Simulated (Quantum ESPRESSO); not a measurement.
# C(111), F on both faces, stepped through the number of bilayers, part 7 of 9

What law, if any, do the results for C(111), F on both faces follow against the number of bilayers?

Quantum ESPRESSO 7.5; plane-wave DFT, PBE, GBRV ultrasoft pseudopotentials.

So far. Step 10 (Bands along a path, 2 bilayers): Along this path the valence top lies at Γ and the conduction bottom at Γ. Step 11 (Relaxing the ions, 3 bilayers): The relaxation lowers the energy by 10 meV an atom.

## 13. Ground state, 3 bilayers: field 0.1 V/Å

File m1.f1.in:

```
&control
  prefix = 'm1.f1'
  outdir = './out'
  pseudo_dir = './pseudo'
  calculation = 'scf'
  tprnfor = .true.
  tefield = .true.
  dipfield = .true.
/
&system
  ibrav = 0
  nat = 8
  ntyp = 2
  ecutwfc = 40
  ecutrho = 200
  occupations = 'smearing'
  smearing = 'fd'
  degauss = 0.002
  edir = 3
  emaxpos = 0.97
  eopreg = 0.04
  eamp = 0.00194469
  nbnd = 23
/
&electrons
  conv_thr = 1e-09
  mixing_beta = 0.4
  electron_maxstep = 120
  mixing_mode = 'plain'
  startingpot = 'file'
/
ATOMIC_SPECIES
  F   18.9984  f_pbe_v1.4.uspp.F.UPF
  C   12.0110  c_pbe_v1.2.uspp.F.UPF
CELL_PARAMETERS angstrom
  2.52546400400000 0.00000000000000 0.00000000000000
  -1.26273200200000 2.18711598395179 0.00000000000000
  0.00000000000000 0.00000000000000 23.30748944577932
ATOMIC_POSITIONS crystal
  F   0.000000000000 0.000000000000 0.341650326700
  C   0.000000000000 0.000000000000 0.400712784600
  C   0.333333333300 0.666666666700 0.422361273300
  C   0.333333333300 0.666666666700 0.488928026500
  C   0.666666666700 0.333333333300 0.511071973500
  C   0.666666666700 0.333333333300 0.577638726700
  C   0.000000000000 0.000000000000 0.599287215400
  F   0.000000000000 0.000000000000 0.658349673300
K_POINTS automatic
  12 12 1 0 0 0
```

On the command line:

```
$ cp -r out/m1.f0.save out/m1.f1.save
$ OMP_NUM_THREADS=1 mpirun -n 4 pw.x -nk 4 -in m1.f1.in > m1.f1.out
```

Log:

```text
[banner, memory and clock lines left out]
Program PWSCF v.7.5 starts
[...]
number of electrons       =        38.00
     number of Kohn-Sham states=           23
     kinetic-energy cutoff     =      40.0000  Ry
     charge density cutoff     =     200.0000  Ry
[...]
number of k points=    74  Fermi-Dirac smearing, width (Ry)=  0.0020
[...]
Dense  grid:    41635 G-vectors     FFT dimensions: (  24,  24, 200)
[...]
The initial density is read from file :
[...]
negative rho (up, down):  2.540E-04 0.000E+00
[...]
Starting wfcs are   32 randomized atomic wfcs
[...]
negative rho (up, down):  2.537E-04 0.000E+00
[...]
estimated scf accuracy    <       0.00183731 Ry
[...]
negative rho (up, down):  2.538E-04 0.000E+00
[...]
estimated scf accuracy    <       0.00284686 Ry
[...]
negative rho (up, down):  2.538E-04 0.000E+00
[...]
estimated scf accuracy    <       0.00000422 Ry
[...]
negative rho (up, down):  2.539E-04 0.000E+00
[...]
estimated scf accuracy    <       0.00000129 Ry
[...]
negative rho (up, down):  2.539E-04 0.000E+00
[...]
estimated scf accuracy    <       0.00000024 Ry
[...]
negative rho (up, down):  2.540E-04 0.000E+00
[...]
estimated scf accuracy    <          5.6E-09 Ry
[...]
negative rho (up, down):  2.540E-04 0.000E+00
[...]
estimated scf accuracy    <          8.8E-09 Ry
[...]
negative rho (up, down):  2.540E-04 0.000E+00
[...]
estimated scf accuracy    <          1.6E-09 Ry
[...]
negative rho (up, down):  2.540E-04 0.000E+00
[...]
Computed dipole along edir(3) :
        Dipole                0.0403 Ry au,          0.1024 Debye
        Dipole field          0.0006 Ry au,
        E field amplitude [Ha a.u.]:  1.9447E-03
        Potential amp.        0.1152 Ry
        Total length         42.2830 bohr
[...]
the Fermi energy is     0.1542 ev
!    total energy              =    -166.05419162 Ry
     estimated scf accuracy    <          4.7E-10 Ry
     smearing contrib. (-TS)   =       0.00000000 Ry
     internal energy E=F+TS    =    -166.05419162 Ry
[...]
one-electron contribution =   -2505.53988261 Ry
     hartree contribution      =    1264.55079336 Ry
     xc contribution           =     -40.69451302 Ry
     ewald contribution        =    1115.62954391 Ry
     electric field correction =      -0.00013326 Ry
     convergence has been achieved in   9 iterations
     negative rho (up, down):  2.540E-04 0.000E+00
[...]
Total force =     0.002627     Total SCF correction =     0.000076
[...]
```

The job ended after 19 s (4 MPI ranks of AMD EPYC 7R43, shared host; peak memory 0.41 GiB; 74 s of CPU time).

Numbers from this step:

* free energy: -2259.2824 eV
* Fermi energy: 0.1542 eV
* dipole along the normal: 0.02132 e·Å
* valence top, on the run's zero: -0.8406 eV
* conduction bottom, on the run's zero: 3.472 eV
* gap by band count: 4.312 eV

## 14. Relaxation with pw.x, 8 bilayers

System of this step: C(111), F on both faces, 8 bilayers. The cell holds 18 atoms: 2 F and 16 C. Its edges and angles: a = 2.525 Å, b = 2.525 Å, c = 33.618 Å, α = 90.0°, β = 90.0°, γ = 120.0°. It derives from C. Vacuum lies along c.

File m6.relax.in:

```
&control
  prefix = 'm6.relax'
  outdir = './out'
  pseudo_dir = './pseudo'
  nstep = 80
  forc_conv_thr = 0.0006
  calculation = 'relax'
/
&system
  ibrav = 0
  nat = 18
  ntyp = 2
  ecutwfc = 40
  ecutrho = 200
  occupations = 'smearing'
  smearing = 'fd'
  degauss = 0.002
/
&electrons
  conv_thr = 1e-08
  mixing_beta = 0.4
  electron_maxstep = 120
  mixing_mode = 'plain'
/
&ions
/
ATOMIC_SPECIES
  F   18.9984  f_pbe_v1.4.uspp.F.UPF
  C   12.0110  c_pbe_v1.2.uspp.F.UPF
CELL_PARAMETERS angstrom
  2.52546400400000 0.00000000000000 0.00000000000000
  -1.26273200200000 2.18711598395179 0.00000000000000
  0.00000000000000 0.00000000000000 33.61758138077932
ATOMIC_POSITIONS crystal
  F   0.000000000000 0.000000000000 0.238072080326
  C   0.000000000000 0.000000000000 0.277651563680
  C   0.333333333300 0.666666666700 0.292985938599
  C   0.333333333300 0.666666666700 0.338989063355
  C   0.666666666700 0.333333333300 0.354323438273
  C   0.666666666700 0.333333333300 0.400326563029
  C   0.000000000000 0.000000000000 0.415660937948
  C   0.000000000000 0.000000000000 0.461664062703
  C   0.333333333300 0.666666666700 0.476998437622
  C   0.333333333300 0.666666666700 0.523001562378
  C   0.666666666700 0.333333333300 0.538335937297
  C   0.666666666700 0.333333333300 0.584339062052
  C   0.000000000000 0.000000000000 0.599673436971
  C   0.000000000000 0.000000000000 0.645676561727
  C   0.333333333300 0.666666666700 0.661010936645
  C   0.333333333300 0.666666666700 0.707014061401
  C   0.666666666700 0.333333333300 0.722348436320
  F   0.666666666700 0.333333333300 0.761927919674
K_POINTS automatic
  12 12 1 0 0 0
```

On the command line:

```
$ OMP_NUM_THREADS=1 mpirun -n 4 pw.x -nk 4 -in m6.relax.in > m6.relax.out
```

Log:

```text
[banner, memory and clock lines left out]
Program PWSCF v.7.5 starts
[...]
Message from routine setup:
[...]
number of electrons       =        78.00
     number of Kohn-Sham states=           47
     kinetic-energy cutoff     =      40.0000  Ry
     charge density cutoff     =     200.0000  Ry
[...]
number of k points=    19  Fermi-Dirac smearing, width (Ry)=  0.0020
[...]
Dense  grid:    60009 G-vectors     FFT dimensions: (  24,  24, 288)
[...]
negative rho (up, down):  4.912E-04 0.000E+00
     Starting wfcs are   72 randomized atomic wfcs
[...]
negative rho (up, down):  2.014E-04 0.000E+00
[...]
estimated scf accuracy    <       1.02391679 Ry
[...]
negative rho (up, down):  2.223E-04 0.000E+00
[...]
estimated scf accuracy    <       0.25153960 Ry
[...]
negative rho (up, down):  2.015E-04 0.000E+00
[...]
estimated scf accuracy    <       0.01133509 Ry
[...]
negative rho (up, down):  1.846E-04 0.000E+00
[...]
estimated scf accuracy    <       0.00165730 Ry
[...]
negative rho (up, down):  1.935E-04 0.000E+00
[...]
estimated scf accuracy    <       0.00055831 Ry
[...]
negative rho (up, down):  2.069E-04 0.000E+00
[...]
estimated scf accuracy    <       0.00010323 Ry
[...]
negative rho (up, down):  2.180E-04 0.000E+00
[...]
estimated scf accuracy    <       0.00001812 Ry
[...]
negative rho (up, down):  2.242E-04 0.000E+00
[...]
estimated scf accuracy    <       0.00000230 Ry
[...]
negative rho (up, down):  2.282E-04 0.000E+00
[...]
estimated scf accuracy    <       0.00000015 Ry
[...]
negative rho (up, down):  2.306E-04 0.000E+00
[...]
estimated scf accuracy    <       0.00000006 Ry
[...]
negative rho (up, down):  2.345E-04 0.000E+00
[...]
the Fermi energy is     6.2478 ev
!    total energy              =    -280.85436948 Ry
     estimated scf accuracy    <          4.1E-09 Ry
     smearing contrib. (-TS)   =       0.00000000 Ry
     internal energy E=F+TS    =    -280.85436948 Ry
[...]
one-electron contribution =   -6987.44196632 Ry
     hartree contribution      =    3527.14793410 Ry
     xc contribution           =     -77.61644054 Ry
     ewald contribution        =    3257.05610328 Ry
     convergence has been achieved in  11 iterations
     negative rho (up, down):  2.345E-04 0.000E+00
[...]
Total force =     0.146940     Total SCF correction =     0.000201
[...]
negative rho (up, down):  3.679E-04 0.000E+00
[...]
negative rho (up, down):  2.804E-04 0.000E+00
[...]
estimated scf accuracy    <       0.00977947 Ry
[...]
negative rho (up, down):  2.548E-04 0.000E+00
[...]
estimated scf accuracy    <       0.00525141 Ry
[...]
negative rho (up, down):  2.333E-04 0.000E+00
[...]
estimated scf accuracy    <       0.00075996 Ry
[...]
negative rho (up, down):  2.292E-04 0.000E+00
[...]
estimated scf accuracy    <       0.00015306 Ry
[...]
negative rho (up, down):  2.306E-04 0.000E+00
[...]
estimated scf accuracy    <       0.00002871 Ry
[...]
negative rho (up, down):  2.291E-04 0.000E+00
[...]
estimated scf accuracy    <       0.00000239 Ry
[...]
negative rho (up, down):  2.285E-04 0.000E+00
[...]
estimated scf accuracy    <       0.00000044 Ry
[...]
negative rho (up, down):  2.284E-04 0.000E+00
[...]
estimated scf accuracy    <       0.00000012 Ry
[...]
negative rho (up, down):  2.285E-04 0.000E+00
[...]
estimated scf accuracy    <       0.00000006 Ry
[...]
negative rho (up, down):  2.287E-04 0.000E+00
[...]
the Fermi energy is     3.8216 ev
!    total energy              =    -280.85705632 Ry
     estimated scf accuracy    <          1.2E-09 Ry
     smearing contrib. (-TS)   =      -0.00000000 Ry
     internal energy E=F+TS    =    -280.85705632 Ry
[...]
one-electron contribution =   -6962.54734804 Ry
     hartree contribution      =    3513.99541866 Ry
     xc contribution           =     -77.50353928 Ry
     ewald contribution        =    3245.19841235 Ry
     convergence has been achieved in  10 iterations
     negative rho (up, down):  2.287E-04 0.000E+00
[...]
Total force =     0.100333     Total SCF correction =     0.000127
[...]
negative rho (up, down):  2.580E-04 0.000E+00
[...]
negative rho (up, down):  2.373E-04 0.000E+00
[...]
estimated scf accuracy    <       0.00127003 Ry
[...]
negative rho (up, down):  2.305E-04 0.000E+00
[...]
estimated scf accuracy    <       0.00076947 Ry
[...]
negative rho (up, down):  2.293E-04 0.000E+00
[...]
estimated scf accuracy    <       0.00007459 Ry
[...]
negative rho (up, down):  2.295E-04 0.000E+00
[...]
estimated scf accuracy    <       0.00002158 Ry
[...]
negative rho (up, down):  2.302E-04 0.000E+00
[...]
estimated scf accuracy    <       0.00000317 Ry
[...]
negative rho (up, down):  2.305E-04 0.000E+00
[...]
estimated scf accuracy    <       0.00000045 Ry
[...]
negative rho (up, down):  2.305E-04 0.000E+00
[...]
estimated scf accuracy    <       0.00000009 Ry
[...]
negative rho (up, down):  2.306E-04 0.000E+00
[...]
estimated scf accuracy    <          7.9E-09 Ry
[...]
negative rho (up, down):  2.306E-04 0.000E+00
[...]
estimated scf accuracy    <          5.8E-09 Ry
[...]
negative rho (up, down):  2.307E-04 0.000E+00
[...]
the Fermi energy is     6.0251 ev
!    total energy              =    -280.86038181 Ry
     estimated scf accuracy    <          1.0E-09 Ry
     smearing contrib. (-TS)   =       0.00000000 Ry
     internal energy E=F+TS    =    -280.86038181 Ry
[...]
one-electron contribution =   -6968.18648702 Ry
     hartree contribution      =    3517.08386387 Ry
     xc contribution           =     -77.53409836 Ry
     ewald contribution        =    3247.77633969 Ry
     convergence has been achieved in  10 iterations
     negative rho (up, down):  2.307E-04 0.000E+00
[...]
Total force =     0.015497     Total SCF correction =     0.000119
[...]
negative rho (up, down):  2.307E-04 0.000E+00
[...]
negative rho (up, down):  2.305E-04 0.000E+00
[...]
estimated scf accuracy    <       0.00004903 Ry
[...]
negative rho (up, down):  2.304E-04 0.000E+00
[...]
estimated scf accuracy    <       0.00001731 Ry
[...]
negative rho (up, down):  2.306E-04 0.000E+00
[...]
estimated scf accuracy    <       0.00000514 Ry
[...]
negative rho (up, down):  2.308E-04 0.000E+00
[...]
estimated scf accuracy    <       0.00000070 Ry
[...]
negative rho (up, down):  2.309E-04 0.000E+00
[...]
estimated scf accuracy    <       0.00000020 Ry
[...]
negative rho (up, down):  2.310E-04 0.000E+00
[...]
estimated scf accuracy    <       0.00000001 Ry
[...]
negative rho (up, down):  2.310E-04 0.000E+00
[...]
estimated scf accuracy    <          2.3E-09 Ry
[...]
negative rho (up, down):  2.311E-04 0.000E+00
[...]
the Fermi energy is     6.0391 ev
!    total energy              =    -280.86049285 Ry
     estimated scf accuracy    <          1.8E-10 Ry
     smearing contrib. (-TS)   =       0.00000000 Ry
     internal energy E=F+TS    =    -280.86049285 Ry
[...]
one-electron contribution =   -6968.26816158 Ry
     hartree contribution      =    3517.16770989 Ry
     xc contribution           =     -77.53904162 Ry
     ewald contribution        =    3247.77900045 Ry
     convergence has been achieved in   8 iterations
     negative rho (up, down):  2.311E-04 0.000E+00
[...]
Total force =     0.005631     Total SCF correction =     0.000041
[...]
negative rho (up, down):  2.302E-04 0.000E+00
[...]
negative rho (up, down):  2.303E-04 0.000E+00
[...]
estimated scf accuracy    <       0.00000776 Ry
[...]
negative rho (up, down):  2.305E-04 0.000E+00
[...]
estimated scf accuracy    <       0.00000164 Ry
[...]
negative rho (up, down):  2.306E-04 0.000E+00
[...]
estimated scf accuracy    <       0.00000051 Ry
[...]
negative rho (up, down):  2.306E-04 0.000E+00
[...]
estimated scf accuracy    <       0.00000017 Ry
[...]
negative rho (up, down):  2.307E-04 0.000E+00
[...]
estimated scf accuracy    <       0.00000001 Ry
[...]
negative rho (up, down):  2.307E-04 0.000E+00
[...]
estimated scf accuracy    <          1.8E-09 Ry
[...]
negative rho (up, down):  2.308E-04 0.000E+00
[...]
estimated scf accuracy    <          1.9E-10 Ry
[...]
negative rho (up, down):  2.308E-04 0.000E+00
[...]
the Fermi energy is     6.0367 ev
!    total energy              =    -280.86052083 Ry
     estimated scf accuracy    <          2.8E-11 Ry
     smearing contrib. (-TS)   =       0.00000000 Ry
     internal energy E=F+TS    =    -280.86052083 Ry
[...]
one-electron contribution =   -6966.67562418 Ry
     hartree contribution      =    3516.37101296 Ry
     xc contribution           =     -77.53632576 Ry
     ewald contribution        =    3246.98041615 Ry
     convergence has been achieved in   8 iterations
     negative rho (up, down):  2.308E-04 0.000E+00
[...]
Total force =     0.004207     Total SCF correction =     0.000015
[...]
negative rho (up, down):  2.300E-04 0.000E+00
[...]
negative rho (up, down):  2.301E-04 0.000E+00
[...]
estimated scf accuracy    <       0.00000867 Ry
[...]
negative rho (up, down):  2.302E-04 0.000E+00
[...]
estimated scf accuracy    <       0.00000170 Ry
[...]
negative rho (up, down):  2.303E-04 0.000E+00
[...]
estimated scf accuracy    <       0.00000035 Ry
[...]
negative rho (up, down):  2.304E-04 0.000E+00
[...]
estimated scf accuracy    <       0.00000010 Ry
[...]
negative rho (up, down):  2.304E-04 0.000E+00
[...]
estimated scf accuracy    <       0.00000001 Ry
[...]
negative rho (up, down):  2.305E-04 0.000E+00
[...]
estimated scf accuracy    <          3.0E-09 Ry
[...]
negative rho (up, down):  2.305E-04 0.000E+00
[...]
estimated scf accuracy    <          3.3E-10 Ry
[...]
negative rho (up, down):  2.305E-04 0.000E+00
[...]
the Fermi energy is     6.0330 ev
!    total energy              =    -280.86054097 Ry
     estimated scf accuracy    <          4.2E-11 Ry
     smearing contrib. (-TS)   =       0.00000000 Ry
     internal energy E=F+TS    =    -280.86054097 Ry
[...]
one-electron contribution =   -6964.78939939 Ry
     hartree contribution      =    3515.42497087 Ry
     xc contribution           =     -77.53321762 Ry
     ewald contribution        =    3246.03710516 Ry
     convergence has been achieved in   8 iterations
     negative rho (up, down):  2.305E-04 0.000E+00
[...]
Total force =     0.002669     Total SCF correction =     0.000015
[...]
negative rho (up, down):  2.293E-04 0.000E+00
[...]
negative rho (up, down):  2.294E-04 0.000E+00
[...]
estimated scf accuracy    <       0.00002042 Ry
[...]
negative rho (up, down):  2.296E-04 0.000E+00
[...]
estimated scf accuracy    <       0.00000404 Ry
[...]
negative rho (up, down):  2.297E-04 0.000E+00
[...]
estimated scf accuracy    <       0.00000093 Ry
[...]
negative rho (up, down):  2.299E-04 0.000E+00
[...]
estimated scf accuracy    <       0.00000015 Ry
[...]
negative rho (up, down):  2.300E-04 0.000E+00
[...]
estimated scf accuracy    <       0.00000002 Ry
[...]
negative rho (up, down):  2.301E-04 0.000E+00
[...]
estimated scf accuracy    <          2.7E-09 Ry
[...]
negative rho (up, down):  2.301E-04 0.000E+00
[...]
estimated scf accuracy    <          2.7E-10 Ry
[...]
negative rho (up, down):  2.302E-04 0.000E+00
[...]
estimated scf accuracy    <          1.2E-10 Ry
[...]
negative rho (up, down):  2.302E-04 0.000E+00
[...]
```

It took 3.3 min on 4 MPI ranks; peak memory 0.54 GiB; 13 min of CPU time.

The steps of the relaxation:

| step | energy less that of the first step (eV) | largest force (eV/Å) |
| --- | --- | --- |
| 1 | 0.0000 | 1.9339 |
| 2 | -0.0366 | 1.5446 |
| 3 | -0.0818 | 0.2207 |
| 4 | -0.0833 | 0.0842 |
| 5 | -0.0837 | 0.0634 |
| 6 | -0.0840 | 0.0360 |
| 7 | -0.0841 | 0.0186 |
| 8 | -0.0842 | 0.0127 |

The atoms that moved most (Å):

| atom | dx | dy | dz | length |
| --- | --- | --- | --- | --- |
| F18 | 0.000 | 0.000 | 0.035 | 0.035 |
| F1 | 0.000 | 0.000 | -0.035 | 0.035 |
| C17 | 0.000 | 0.000 | -0.011 | 0.011 |
| C2 | 0.000 | 0.000 | 0.011 | 0.011 |
| C4 | 0.000 | 0.000 | 0.005 | 0.005 |
| C15 | 0.000 | 0.000 | -0.005 | 0.005 |
| C5 | 0.000 | 0.000 | 0.005 | 0.005 |
| C14 | 0.000 | 0.000 | -0.005 | 0.005 |

The relaxation lowers the energy by 5 meV an atom.

Numbers from this step:

* free energy: -3821.3025 eV
* Fermi energy: 6.029 eV

(Continued in part 8 of 9.)

[Logs are printed without paths, hosts, clocks, repeated set-up lines and the standing remarks that a program may print on its own settings, such as how far it seeks lower states.]

[Hosts, paths, dates, database ids (printed as entryN), source tags and the programs' standing remarks are cut or masked in the printed files.]

[Maps of the electrostatic potential energy from Ansatz leave out the sawtooth potential of an applied field or a dipole correction, so their vacuum need not be flat; planar profiles and work functions include it.]
